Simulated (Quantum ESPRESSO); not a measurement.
## MgS (Niningerite): from strain to phonon shift

Wanted: the shift of the optical mode of MgS (Niningerite) in a strained (001) layer.

Main program and level: Quantum ESPRESSO 7.5; DFT LDA, scalar-relativistic, plane waves, PseudoDojo norm-conserving pseudopotentials.

## 1. The relaxed structure

It takes space group Fm-3m (No. 225, cubic). Conventional cell: a = 5.132 Å, b = 5.132 Å, c = 5.132 Å, α = 90.00°, β = 90.00°, γ = 90.00°. Nearest to Mg lie 6 S at 2.57 Å. Nearest to S lie 6 Mg at 2.57 Å. Farther neighbours and most contacts between anions are not listed.

This is the cell after its relaxation at this level of theory, not the database cell from which that began.

## 2. Uniaxial strain

The relaxed cell is stretched along z alone. This keeps all atoms on sites fixed by symmetry and splits the threefold mode into a singlet, polarised along z, and a doublet. The macroscopic field is left out, so these are transverse modes. Cutoff 92 Ry, k mesh 8×8×8.

From the response at ε_zz = 0.01:

The log of the run:

```text
[banners, grids, parts of the stress and lines that vanish by symmetry left out]
Program PHONON v.7.5
     Reading xml data from directory:

[...]
Exchange-correlation= PW
                           (   1   4   0   0   0   0   0)
[...]
kinetic-energy cut-off    =      92.0000  Ry
     charge density cut-off    =     368.0000  Ry
     convergence threshold     =      1.0E-18
[...]
Exchange-correlation= PW
                           (   1   4   0   0   0   0   0)
[...]
q = (   0.0000000   0.0000000   0.0000000 )
     17 Sym.Ops. (with q -> -q+G )
     G cutoff =  442.7167  (  27493 G-vectors)     FFT grid: ( 45, 45, 45)
     number of k points=    59
[...]
Mode symmetry, D_4h(4/mmm) point group:
[...]
Representation #   1 mode #   1
[...]
End of self-consistent calculation
     Convergence has been achieved
     Representation #   2 mode #   2
[...]
End of self-consistent calculation
     Convergence has been achieved
     Representation #   3 modes #   3   4
[...]
End of self-consistent calculation
     Convergence has been achieved
     Representation #   4 modes #   5   6
[...]
End of self-consistent calculation
     Convergence has been achieved
[...]
q = (    0.000000000   0.000000000   0.000000000 )
[...]
freq (    1) =       0.079446 [THz] =       2.650033 [cm-1]
     freq (    2) =       0.079446 [THz] =       2.650033 [cm-1]
     freq (    3) =       0.098671 [THz] =       3.291305 [cm-1]
     freq (    4) =       6.816781 [THz] =     227.383343 [cm-1]
     freq (    5) =       7.582774 [THz] =     252.934100 [cm-1]
     freq (    6) =       7.582774 [THz] =     252.934100 [cm-1]
[...]
Mode symmetry, D_4h(4/mmm) point group:
     freq (   1-   2) =          2.7  [cm-1]   --> E_u  X_5' M_5'  I
     freq (   3-   3) =          3.3  [cm-1]   --> A_2u X_4' M_4'  I
     freq (   4-   4) =        227.4  [cm-1]   --> A_2u X_4' M_4'  I
     freq (   5-   6) =        252.9  [cm-1]   --> E_u  X_5' M_5'  I

   JOB DONE.
```

| ε_zz | singlet (cm⁻¹) | doublet (cm⁻¹) | σ_zz (GPa) | σ_xx (GPa) |
| --- | --- | --- | --- | --- |
| -0.01 | 275.73 | 249.67 | -1.733 | -0.435 |
| -0.005 | 263.55 | 250.60 | -0.840 | -0.214 |
| 0 | 251.45 | 251.45 | 0.003 | 0.003 |
| 0.005 | 239.40 | 252.23 | 0.796 | 0.214 |
| 0.01 | 227.38 | 252.93 | 1.544 | 0.422 |

Stress is counted positive in tension.

## 3. The fit

To first order ω² − ω₀² = p ε_zz + q (ε_xx + ε_yy) for the mode along z, and likewise for x and y. With ε_zz alone the singlet gives p and the doublet q.

The linear terms of parabolas through ω² are p = -19.23 ω₀² and q = 1.30 ω₀², with ω₀ = 251.4 cm⁻¹. Those of the stresses are C11 = 164 GPa and C12 = 43 GPa. Under hydrostatic strain p and q imply γ = −(p + 2q)/(6 ω₀²) = 2.77.

A layer held to an in-plane strain ε and free along z takes ε_zz = −2 (C12/C11) ε = -0.523 ε. To first order the singlet then shifts by (q − p C12/C11) ε / ω₀ = 1591 ε cm⁻¹. For ε = 0.006, ε_zz = -0.00314, the formulas for ω² predict 260.82 cm⁻¹ for the singlet and 236.99 cm⁻¹ for the doublet.

## 4. A biaxially strained cell

This run was no part of the fit.

The log of the run:

```text
[banners, grids, parts of the stress and lines that vanish by symmetry left out]
[banner, memory and clock lines left out]
Program PHONON v.7.5

[...]
Exchange-correlation= PW
                           (   1   4   0   0   0   0   0)
[...]
kinetic-energy cut-off    =      92.0000  Ry
     charge density cut-off    =     368.0000  Ry
     convergence threshold     =      1.0E-18
[...]
Exchange-correlation= PW
                           (   1   4   0   0   0   0   0)
[...]
q = (   0.0000000   0.0000000   0.0000000 )
     17 Sym.Ops. (with q -> -q+G )
     G cutoff =  439.5753  (  27389 G-vectors)     FFT grid: ( 45, 45, 45)
     number of k points=    59
[...]
Mode symmetry, D_4h(4/mmm) point group:
[...]
Representation #   1 mode #   1
[...]
End of self-consistent calculation
     Convergence has been achieved
     Representation #   2 mode #   2
[...]
End of self-consistent calculation
     Convergence has been achieved
     Representation #   3 modes #   3   4
[...]
End of self-consistent calculation
     Convergence has been achieved
     Representation #   4 modes #   5   6
[...]
End of self-consistent calculation
     Convergence has been achieved
[...]
q = (    0.000000000   0.000000000   0.000000000 )
[...]
freq (    1) =       0.079446 [THz] =       2.650036 [cm-1]
     freq (    2) =       0.079446 [THz] =       2.650036 [cm-1]
     freq (    3) =       0.098328 [THz] =       3.279862 [cm-1]
     freq (    4) =       7.117311 [THz] =     237.407946 [cm-1]
     freq (    5) =       7.117311 [THz] =     237.407946 [cm-1]
     freq (    6) =       7.820186 [THz] =     260.853322 [cm-1]
[...]
Mode symmetry, D_4h(4/mmm) point group:
     freq (   1-   2) =          2.7  [cm-1]   --> E_u  X_5' M_5'  I
     freq (   3-   3) =          3.3  [cm-1]   --> A_2u X_4' M_4'  I
     freq (   4-   5) =        237.4  [cm-1]   --> E_u  X_5' M_5'  I
     freq (   6-   6) =        260.9  [cm-1]   --> A_2u X_4' M_4'  I
```

| mode | predicted (cm⁻¹) | run (cm⁻¹) |
| --- | --- | --- |
| singlet | 260.82 | 260.85 |
| doublet | 236.99 | 237.41 |

The stress along z is -0.002 GPa and that in the plane 1.063 GPa; the unstrained cell carries 0.003 GPa.

## 5. What came out

- p (in units of the squared frequency): -19.23
- q (same units): 1.296
- shift of the singlet per unit of biaxial strain: 1591 cm⁻¹
- C11 and C12: 164 and 43 GPa

**Reading.** To first order, one per cent of tensile biaxial strain moves the singlet of MgS (Niningerite) by 15.9 cm⁻¹ and the doublet by -23.4 cm⁻¹; the formulas miss the test run by up to 0.42 cm⁻¹. In the rock-salt structure this mode is infrared active and has no first-order Raman line. The third potential, r, needs shear strain, which was not run. These are harmonic values at zero temperature.

[Host names and launcher messages were left out of these logs when they were recorded.]

[Logs are printed without paths, hosts, clocks, repeated set-up lines and the standing remarks that a program may print on its own settings, such as how far it seeks lower states.]

[Hosts, paths, dates, database ids (printed as entryN), source tags and the programs' standing remarks are cut or masked in the printed files.]
